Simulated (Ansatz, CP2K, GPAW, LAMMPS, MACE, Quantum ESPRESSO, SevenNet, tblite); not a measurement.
**Other levels on amorphous Ge (66 atoms)**

Density of this cell: 5.19 g/cm³. The cell holds 66 atoms: 66 Ge. Its edges and angles: a = 11.531 Å, b = 11.531 Å, c = 11.531 Å, α = 90.0°, β = 90.0°, γ = 90.0°. 66 atoms (66 Ge) placed at random at 5.19 g/cm³, melted at 3500 K for 10 ps at fixed volume with the Tersoff potential (Tersoff, Phys. Rev. B 39, 5566 (1989)). Quenched from 3500 K to 300 K at 5 K/ps and fixed volume, held 5 ps, then minimised at fixed cell.

Geometry: as built.

The reference, a calculation:

```
method                 : Kohn-Sham DFT, PBE, PAW, plane waves (Ansatz 0.2.0); cutoff 420 eV, Γ point, fermi-dirac smearing of 0.05 eV; PAW set soft_2
r.m.s. force component : 0.2307 eV/Å
longest force          : 0.7496 eV/Å
pressure               : 3.016 GPa
SCF cycles             : 10
time                   : 41 s on 4 threads of Intel Xeon Platinum 8259CL at 2.50GHz (Skylake/Cascade Lake), shared host
CPU time               : 2.4 min
```

**Question.** The same geometry is run in other programs. How far does each lie from the reference, and what does it cost?
- MACE MP-0b3 medium potential (MACE MP-0b3 medium; 1 thread)
- QE PBE+D3(BJ), sssp-1.3.0-efficiency, 45/360 Ry (Quantum ESPRESSO 7.5; 4 MPI ranks)
- CP2K PBE, DZVP-UZH, 350/50 Ry, diagonalisation (CP2K 2026.2; 2 threads)
- GPAW PBE, LCAO sz(dzp), h 0.2 Å (GPAW 26.7.0; 1 thread)
- CP2K PBE, TZV2P-UZH, 350/50 Ry, diagonalisation (CP2K 2026.2; 4 MPI ranks)
- GPAW PBE, LCAO dzp, h 0.2 Å, other mixer settings (GPAW 26.7.0; 1 thread)
- CP2K PBE, DZVP-UZH, 350/20 Ry, diagonalisation (CP2K 2026.2; 2 threads)
- QE PBE, sssp-1.3.0-efficiency, 45/360 Ry (Quantum ESPRESSO 7.5; 4 MPI ranks)
- MACE MPA-0 medium potential (MACE MPA-0 medium; 1 thread)
- CP2K PBE, DZVP-UZH, 489/50 Ry, diagonalisation (CP2K 2026.2; 4 MPI ranks)

Differences are against the plane-wave reference, forces as r.m.s. over components; share is that over the reference's r.m.s. force, slope the least-squares factor from reference forces to these. Total energies of different programs have different zeros and aren't compared.

```tsv
run	Δ force, r.m.s. (meV/Å)	share (%)	slope	Δ pressure (GPa)	cores	CPU time	memory (GiB)
reference	-	-	-	-	4	2.4 min	2.4
MACE MP-0b3 medium potential	174	75.5	0.409	-1.77	1	14 s	0.8
QE PBE+D3(BJ), sssp-1.3.0-efficiency, 45/360 Ry	9.15	3.97	0.992	-2.19	4	23 min	4.7
CP2K PBE, DZVP-UZH, 350/50 Ry, diagonalisation	28.9	12.5	1.017	0.608	2	5.2 min	2.2
GPAW PBE, LCAO sz(dzp), h 0.2 Å (coarse)	144	62.5	1.315	-	1	94 s	1.0
CP2K PBE, TZV2P-UZH, 350/50 Ry, diagonalisation	12.4	5.39	1.022	0.446	4	18 min	5.0
GPAW PBE, LCAO dzp, h 0.2 Å, other mixer settings	44.7	19.4	1.096	-	1	7.1 min	1.3
CP2K PBE, DZVP-UZH, 350/20 Ry, diagonalisation (coarse)	31.6	13.7	1.021	0.69	2	3.5 min	2.2
QE PBE, sssp-1.3.0-efficiency, 45/360 Ry	2.34	1.02	1.000	-0.226	4	24 min	4.7
MACE MPA-0 medium potential	166	72.0	0.503	-0.888	1	12 s	0.81
CP2K PBE, DZVP-UZH, 489/50 Ry, diagonalisation	28.9	12.5	1.017	0.608	4	8.3 min	5.0
```

Rows marked coarse were listed beforehand as settings not expected to be converged; some can still land near the reference.

Times of the machine-learned potentials are mostly Python's start and the loading of weights.

CPU time is summed over cores on a shared host, where runs went side by side, so it is rough. Symmetry, cutoffs, thresholds, outputs and thread counts weren't matched or tuned between programs; memory under MPI is the largest rank's times the ranks.

PBE on plane waves or a grid with other potentials, cutoffs or grids, coarse settings apart, differs from the reference by 1.0 % (QE PBE, sssp-1.3.0-efficiency, 45/360 Ry) of the r.m.s. force; this holds the reference's own error, so differences of a few per cent don't tell which side is nearer the exact PBE result (QE's 45 Ry are 612 eV, against the reference's 420 eV). The PBE runs in local orbitals, coarse settings apart, differ by 5.4 % (CP2K PBE, TZV2P-UZH, 350/50 Ry, diagonalisation) to 19 % (GPAW PBE, LCAO dzp, h 0.2 Å, other mixer settings); basis, grid and potentials can all enter. Machine-learned potentials differ by 72 % (MACE MPA-0 medium potential) to 76 % (MACE MP-0b3 medium potential); they were trained on other programs' data. The cause of differences this large wasn't tested. Among those trained on PBE data the slope goes as low as 0.41, with a correlation of 0.66, so directions differ as well as sizes. Rows with another functional or a dispersion term differ by 4.0 % (QE PBE+D3(BJ), sssp-1.3.0-efficiency, 45/360 Ry), which mixes the change of model with differences of basis and potentials. Machine-learned potentials mimic data converged in k, so the reference's own k-point error enters their differences. The network of bonds at the start is that of the classical potential that made the cell, and needn't be the one that DFT or experiment would give. The electronic-structure runs sample only Γ, in a cell whose shortest periodic width is 12 Å, which is coarse for a cell with partly filled levels.

[Logs are printed without paths, hosts, clocks, repeated set-up lines and the standing remarks that a program may print on its own settings, such as how far it seeks lower states.]

[Hosts, paths, dates, database ids (printed as entryN), source tags and the programs' standing remarks are cut or masked in the printed files.]
